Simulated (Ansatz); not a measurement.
# Nb2NO2 monolayer: relaxing the cell for a phonon run

Aim: bring Nb2NO2 monolayer to small forces and stress, as phonons need.

Calculated with Ansatz 0.2.0; DFT PBEsol, scalar-relativistic, plane waves, PAW; PAW set soft_1.

## (1) Set-up

The cell holds 5 atoms: 1 N, 2 Nb and 2 O. Its edges and angles: a = 3.130 Å, b = 3.130 Å, c = 20.000 Å, α = 90.0°, β = 90.0°, γ = 120.0°. Vacuum lies along c.

## (2) Probe on a coarse mesh

First a cheap look: the gap decides the mesh and the occupations, the pressure tells how far the cell has to move.

The program solves this slab on a cell height of its own, 32.6 Å, in place of the one typed.

input.yaml reads:

```yaml
crystal:
  lattice:
    - [3.13, 0.0, 0.0]
    - [-1.565, 2.71066, 0.0]
    - [0.0, 0.0, 20.0]
  atoms:
    - { symbol: "N", position: [0.0, 0.0, 0.5] }
    - { symbol: Nb, position: [0.333333, 0.666667, 0.56] }
    - { symbol: Nb, position: [0.666667, 0.333333, 0.44] }
    - { symbol: O, position: [0.666667, 0.333333, 0.61] }
    - { symbol: O, position: [0.333333, 0.666667, 0.39] }
  periodic: [true, true, false]
kpoints:
  mp_grid: { grid: [6, 6, 1] }
hamiltonian:
  xc: pbesol
  pseudopotentials: { kind: paw, azcp: { folder: soft_1 }, xc_functional: pbe }
scf:
  occupations: { method: gaussian, width: 0.1 }
output:
  forces: true
  stress: true
  eigenvalues: true
```

Run with:

```console
$ ansatz run input.yaml --threads 4 --pin off --max-ram 16384MiB --backend cpu --events-out ev --progress --plain --runs-dir out
```

Numbers of over 12 decimals in the logs are rounded to 6 here.

The log of the run:

```text
[...]
k-point 0: bands = [... 18 lower, -8.7404, -8.7404, -6.4782, -6.4782, -5.3601, -4.2411, -4.2411, -3.0045, ... 1 higher]
  k-point 1: bands = [... 18 lower, -9.4211, -8.6639, -6.5057, -5.5700, -5.1995, -3.9489, -3.7340, -3.0980, ... 1 higher]
  k-point 2: bands = [... 18 lower, -9.6289, -9.2222, -6.8445, -4.5234, -4.1781, -3.9345, -3.0327, -2.9747, ... 1 higher]
  k-point 6: bands = [... 18 lower, -9.7209, -9.7209, -5.3191, -5.1391, -5.1391, -3.1426, -3.0248, -3.0248, ... 1 higher]
[key lines of the parts left out:]
SCF converged after 9 iterations
Free energy (F): -10495.653146 eV
Fermi energy:    -5.193546 eV
P = ½ c Tr σ = -0.9462 N/m
```

Run time: 2.1 s. Hardware: 4 threads of Arm Neoverse V1, shared host; peak memory 0.58 GiB.

This run has no spin polarisation although its electron count is odd.

This step gave:

```yaml
gap_on_the_k_mesh: 0 eV
area_per_atom: 1.697 Å²
```

The coarse mesh shows no gap.

## (3) Coarse relaxation

A rough relaxation comes first, because large forces or stress need no tight tolerances yet.

The program solves this slab on a cell height of its own, 32.6 Å, in place of the one typed.

Changes to input.yaml since step 2:

```diff
@@ -13,3 +13,3 @@
 kpoints:
-  mp_grid: { grid: [6, 6, 1] }
+  mp_grid: { grid: [9, 9, 1] }
 hamiltonian:
@@ -23 +23,6 @@
   eigenvalues: true
+relax:
+  adjacent_minimum: "off"
+  f_tol: 0.05
+  max_steps: 80
+  cell: { stress_2d_tol: 0.02 }
```

The log of the run:

```text
[...]
Crystal: 5 atoms, lattice volume = 276.590 Å³
Basis set: ecut = 420 eV, 5353 PW (Γ), exchange–correlation on 48×48×450 points (8 copies of the dense FFT grid, shifted against one another)
Bands: 27, of which v1, the nominal top of the filled ones, is band 22 counted from 1 (21 counted from 0)
Symmetry: 12 space group operations
[...]
cell:  # Å, volume = 270.9245 Å³
    - [3.097776, 0.0, 0]
    - [-1.548888, 2.682753, 0]
    - [0, 0, 32.6]
  atoms:
    - { symbol: N, position: [0, 0, 0.306748] }
    - { symbol: Nb, position: [0.333333, 0.666667, 0.343426] }
    - { symbol: Nb, position: [0.666667, 0.333333, 0.270071] }
    - { symbol: O, position: [0.666667, 0.333333, 0.376266] }
    - { symbol: O, position: [0.333333, 0.666667, 0.237231] }
[key lines of the parts left out:]
SCF converged after 6 iterations
Free energy (F): -10495.732339 eV
Fermi energy:    -5.670511 eV
P = ½ c Tr σ = 0.0035 N/m
```

Wall time 17 s (4 threads); peak memory 0.64 GiB.

The steps of the relaxation:

| step | energy less that of the first step (eV) | largest force component (eV/Å) | volume (Å³) |
| --- | --- | --- | --- |
| 1 | 0.0000 | 0.9700 | 276.59 |
| 2 | -0.0573 | 0.2031 | 267.90 |
| 3 | -0.0647 | 0.3302 | 271.14 |
| 4 | -0.0693 | 0.0225 | 271.06 |
| 5 | -0.0694 | 0.0033 | 271.01 |
| 6* | -0.0673 | 0.0034 | 271.01 |
| 7 | -0.0673 | 0.0005 | 270.92 |
| 8* | -0.0673 | 0.0005 | 270.92 |

Relaxation steps marked * repeat the geometry before them on a plane-wave basis chosen anew for their cell, so energy and pressure can jump there.

The run keeps the 12 symmetry operations that it works with, so distortions that break them were not tested.

| cell as run | before | after | change |
| --- | --- | --- | --- |
| a (Å) | 3.130 | 3.098 | -1.0 % |
| b (Å) | 3.130 | 3.098 | -1.0 % |

The atoms that moved most (Å, along periodic axes as changes of fractional coordinates times the final cell, across vacuum about the mean position):

| atom | dx | dy | dz | length |
| --- | --- | --- | --- | --- |
| O4 | 0.000 | 0.000 | 0.066 | 0.066 |
| O5 | 0.000 | 0.000 | -0.066 | 0.066 |

The relaxed structure:

```xyz
5
Lattice="3.0978 0.0000 0.0000 -1.5489 2.6828 0.0000 0.0000 0.0000 32.6000" Properties=species:S:1:pos:R:3
N     0.0000    0.0000   10.0000
Nb    0.0000    1.7885   11.1957
Nb    1.5489    0.8943    8.8043
O     1.5489    0.8943   12.2663
O     0.0000    1.7885    7.7337
```

This step gave:

```
area per atom : 1.662 Å²
```

The relaxation ends with a largest force component of 4.7e-4 eV/Å.

## (4) Relaxation

Harmonic phonons are second derivatives at a point where the forces vanish, and they are wanted at zero stress, so atoms and cell are relaxed first.

input.yaml reads:

```yaml
crystal:
  lattice:
    - [3.0977759094, 0.0, 0.0]
    - [-1.5488879547, 2.6827526328, 0.0]
    - [0.0, 0.0, 32.6]
  atoms:
    - { symbol: "N", position: [0.0, 0.0, 0.3067484663] }
    - { symbol: Nb, position: [0.3333333333, 0.6666666667, 0.3434259499] }
    - { symbol: Nb, position: [0.6666666667, 0.3333333333, 0.2700709826] }
    - { symbol: O, position: [0.6666666667, 0.3333333333, 0.376265808] }
    - { symbol: O, position: [0.3333333333, 0.6666666667, 0.2372311245] }
  periodic: [true, true, false]
kpoints:
  mp_grid: { grid: [15, 15, 1] }
hamiltonian:
  xc: pbesol
  pseudopotentials: { kind: paw, azcp: { folder: soft_1 }, xc_functional: pbe }
scf:
  occupations: { method: gaussian, width: 0.1 }
output:
  forces: true
  stress: true
  eigenvalues: true
  write_density: true
  write_potential: true
  elf: true
  volumetric_format: npy
relax:
  adjacent_minimum: "off"
  f_tol: 0.005
  max_steps: 80
  cell: { stress_2d_tol: 0.02 }
```

The log of the run:

```text
[...]
Crystal: 5 atoms, lattice volume = 270.924 Å³
Basis set: ecut = 420 eV, 5257 PW (Γ), exchange–correlation on 48×48×450 points (8 copies of the dense FFT grid, shifted against one another)
Bands: 27, of which v1, the nominal top of the filled ones, is band 22 counted from 1 (21 counted from 0)
Symmetry: 12 space group operations
[...]
k-points: 27 of 225
[...]
SCF iter   1: F=—  HF=-10503.943777 eV  |F-HF|=—  |Δ(HF+E_count)|=         —  Δρ=9.55e-2  dr2=2.98e1  ethr=3.10e-3  ⟨swp⟩=12.5  Hψ=5552  notcnv=0
[...]
SCF iter  11: F=-10495.735770 eV  HF=-10495.735770 eV  |F-HF|=7.62e-10  |Δ(HF+E_count)|=   2.19e-8  Δρ=3.42e-7  dr2=3.79e-10  ethr=1.52e-11  ⟨swp⟩=12.3  Hψ=7034  notcnv=0
SCF 1 converged in 11 iterations: F = -10495.735770 eV  dr2 = 3.79e-10
[...]
relax step   1: F+E_penalty+E_count = -10495.73577044 eV  Δ(F+E_penalty+E_count) = +0.000e0 eV  max|allowed force component| = 2.044e-2 eV/Å  Δτ_max = 0.0000 Å  P = +0.108 N/m  Ω = 270.924 Å³  fix = [c, alpha, beta]  reactions: c +0.000 N/m  (11 SCF iters, dr2 threshold 1.00e-7 eV, accepted)
Crystal: 5 atoms, lattice volume = 271.547 Å³
Basis set: ecut = 420 eV, 5281 PW (Γ), exchange–correlation on 48×48×450 points (8 copies of the dense FFT grid, shifted against one another)
[...]
SCF iter   6: F=-10495.735415 eV  HF=-10495.735415 eV  |F-HF|=3.89e-9  |Δ(HF+E_count)|=   6.09e-8  Δρ=4.65e-7  dr2=6.40e-10  ethr=1.36e-11  ⟨swp⟩=12.4  Hψ=7187  notcnv=0
SCF 2 converged in 6 iterations: F = -10495.735415 eV  dr2 = 6.40e-10
relax step   2: F+E_penalty+E_count = -10495.73541498 eV  Δ(F+E_penalty+E_count) = +3.555e-4 eV  max|allowed force component| = 3.620e-2 eV/Å  Δτ_max = 0.0075 Å  P = -0.081 N/m  Ω = 271.547 Å³  energy of the carried Pulay correction = -2.849e-4 eV  fix = [c, alpha, beta]  (6 SCF iters, dr2 threshold 2.61e-8 eV, rejected (line search))
Crystal: 5 atoms, lattice volume = 271.217 Å³
[...]
SCF iter   8: F=-10495.735752 eV  HF=-10495.735752 eV  |F-HF|=2.36e-11  |Δ(HF+E_count)|=  9.64e-11  Δρ=2.72e-8  dr2=1.10e-12  ethr=1.00e-12  ⟨swp⟩=14.3  Hψ=5985  notcnv=0
SCF 3 converged in 8 iterations: F = -10495.735752 eV  dr2 = 1.10e-12
relax step   3: F+E_penalty+E_count = -10495.73575165 eV  Δ(F+E_penalty+E_count) = +1.879e-5 eV  max|allowed force component| = 4.195e-3 eV/Å  Δτ_max = 0.0034 Å  P = +0.012 N/m  Ω = 271.217 Å³  energy of the carried Pulay correction = -1.339e-4 eV  fix = [c, alpha, beta]  reactions: c +0.000 N/m  (8 SCF iters, accepted)
[...]
SCF iter   5: F=-10495.735894 eV  HF=-10495.735894 eV  |F-HF|=2.18e-11  |Δ(HF+E_count)|=  4.18e-11  Δρ=1.91e-8  dr2=1.40e-12  ethr=1.00e-12  ⟨swp⟩=14.8  Hψ=6522  notcnv=0
SCF 4 converged in 5 iterations: F = -10495.735894 eV  dr2 = 1.40e-12
relax step   4: F+E_penalty+E_count = -10495.73589355 eV  Δ(F+E_penalty+E_count) = -1.419e-4 eV  max|allowed force component| = 4.190e-3 eV/Å  Δτ_max = 0.0000 Å  P = +0.016 N/m  Ω = 271.217 Å³  fix = [c, alpha, beta]  reactions: c +0.000 N/m  stress off target by 1.56e-2 N/m on what of the cell is left free  SCF on the basis re-selected at this cell (its energy is not comparable with the rows above)  (5 SCF iters)
basis re-selected at this cell: Δ(F+E_penalty+E_count) = -1.419e-4 eV, ΔP = +0.004 N/m vs the last step (what re-selecting the basis moved, of the pressure what is left beyond the Pulay correction that the steps carried, after the strain that the cell walked since its last selection, with what the two solves' SCF thresholds leave and, on support functions, any second-order correction that the steps lacked; it is no m [...]
WARN: The output density's exchange-correlation potential varies sharply where the density is thin. Do not read a vacuum level from v_tot or v_xc, or from such a field of the output density. On a cell that repeats whose density bears no net charge and no dipole along the vacuum's axis use v_es (v_loc + v_h of the components); under efield.dipole_correction with no amplitude use v_es + v_field, which holds any externa [...]
SCF converged after 5 iterations
Free energy (F): -10495.735894 eV
[...]
Internal energy: -10495.730704 eV  (E = F + TS)
E sigma→0 (E₀):  -10495.733299 eV
Entropy (-TS):   -0.005190 eV (-1.038 meV/atom)
Fermi energy:    -5.669233 eV
[...]
--- Forces (eV/Å), atoms counted from 1 ---
  atom   1  N     -0.00000000     0.00000000     0.00000000
  atom   2  Nb    -0.00000000     0.00000000     0.00418962
  atom   3  Nb    -0.00000000    -0.00000000    -0.00418962
  atom   4  O      0.00000000     0.00000000    -0.00123779
  atom   5  O      0.00000000    -0.00000000     0.00123779
  max |Σ_I F_I| component: 2.17e-19 eV/Å
--- 2D stress c σ (N/m, compression-positive) ---
        0.015640       0.000000      -0.000000
       -0.000000       0.015640      -0.000000
       -0.000000      -0.000000       0.000000
  P = ½ c Tr σ = 0.0156 N/m
--- Band table (eV; the first three rows and the last of 27) ---
  k-point 0: bands = [... 18 lower, -9.0859, -9.0859, -6.9399, -6.9399, -5.8642, -4.6455, -4.6455, -3.6087, ... 1 higher]
  k-point 1: bands = [... 18 lower, -9.2578, -9.1707, -6.8595, -6.7281, -5.9312, -4.6040, -4.5222, -3.6005, ... 1 higher]
  k-point 2: bands = [... 18 lower, -9.5914, -8.9991, -6.9403, -6.2824, -5.8095, -4.4389, -4.3136, -3.5791, ... 1 higher]
  k-point 26: bands = [... 18 lower, -10.0635, -10.0635, -5.6721, -5.5592, -5.5592, -3.4674, -3.4674, -3.4414, ... 1 higher]
--- Relaxed structure (3 steps of the walk, 2 accepted, 1 SCFs on fresh bases) ---
[...]
cell:  # Å, volume = 271.2172 Å³
    - [3.099449, 0.0, 0]
    - [-1.549725, 2.684202, 0]
    - [0, 0, 32.6]
  atoms:
    - { symbol: N, position: [0, 0.0, 0.30674846626] }
    - { symbol: Nb, position: [0.333333, 0.666667, 0.343378] }
    - { symbol: Nb, position: [0.666667, 0.333333, 0.270119] }
    - { symbol: O, position: [0.666667, 0.333333, 0.376162] }
    - { symbol: O, position: [0.333333, 0.666667, 0.237335] }
```

The job ended after 22 s (4 threads; peak memory 0.69 GiB).

Little changed from the start: no atom moved by 0.005 Å and no cell edge by 0.1 %.

Numbers from this step:

```
area per atom : 1.664 Å²
```

Valence density in the ac plane at fractional y = 0.333, with atoms of Nb and O within 0.2 Å of it. It is the smooth field of the valence electrons, not physical close to the nuclei.

Ten steps, logarithmic in the rise over the least value, from '0' (0.0 e/Å³) to '9' (4.4 e/Å³), each cell a mean:
```
0000000000000000
0000000000000000
0000000000000000
0000000000000000
0000000000000000
0000000000000000
0000000000000000
0000000000000000
0000000000000000
0000000000000000
0000000000000000
0000000000000000
0000000000000000
0000000000000000
3211224578998764
5566555567887655
5555554455665544
5444446799999986
3444433333444333
0000000000000000
0000000000000000
0000000000000000
0000000000000000
0000000000000000
```
Columns run along a (3.1 Å), rows up along c (32.6 Å). Atoms in or near the plane, at fractional coordinates: Nb at (0.67, 0.27), O at (0.67, 0.38).

ELF in the ac plane at fractional y = 0.333, with atoms of Nb and O within 0.2 Å of it. It is the smooth field of the valence electrons, not physical close to the nuclei.

Ten even steps from '_' (0.00) to '@' (0.75), each cell a mean:
```
________________________________
________________________________
________________________________
________________________________
________________________________
________________________________
________________________________
________________________________
________________________________
________________________________
________________________________
________________________________
________________________________
________________..............__
==..____..--**%%@@@@@@%%@@@@@@##
::::------::--==++**********++--
==++++**++==--------------------
::::------::--##@@%%##**%%@@%%==
==**####**++--::......::......::
________________________________
________________________________
________________________________
________________________________
________________________________
```
Columns run along a (3.1 Å), rows up along c (32.6 Å). Atoms in or near the plane, at fractional coordinates: Nb at (0.67, 0.27), O at (0.67, 0.38).

Electrostatic potential energy in the ac plane at fractional y = 0.333, with atoms of Nb and O within 0.2 Å of it. With pseudopotentials it is smooth inside the atoms' cores, unlike the true potential.

Ten even steps from '0' (-37 eV) to '9' (0 eV), each cell a mean:
```
9999999999999999
9999999999999999
9999999999999999
9999999999999999
9999999999999999
9999999999999999
9999999999999999
9999999999999999
9999999999999999
9999999999999999
9999999999999999
9999999999999999
9999999999999999
9999999999999999
9999999854434579
5433456665555566
7766677665555667
5777763000000002
9999998877777788
9999999999999999
9999999999999999
9999999999999999
9999999999999999
9999999999999999
```
Columns run along a (3.1 Å; values clipped at the 3rd and 97th percentile), rows up along c (32.6 Å). Atoms in or near the plane, at fractional coordinates: Nb at (0.67, 0.27), O at (0.67, 0.38).

[end of part 1 of 2]

[Logs are printed without paths, hosts, clocks, repeated set-up lines and the standing remarks that a program may print on its own settings, such as how far it seeks lower states.]

[Hosts, paths, dates, database ids (printed as entryN), source tags and the programs' standing remarks are cut or masked in the printed files.]
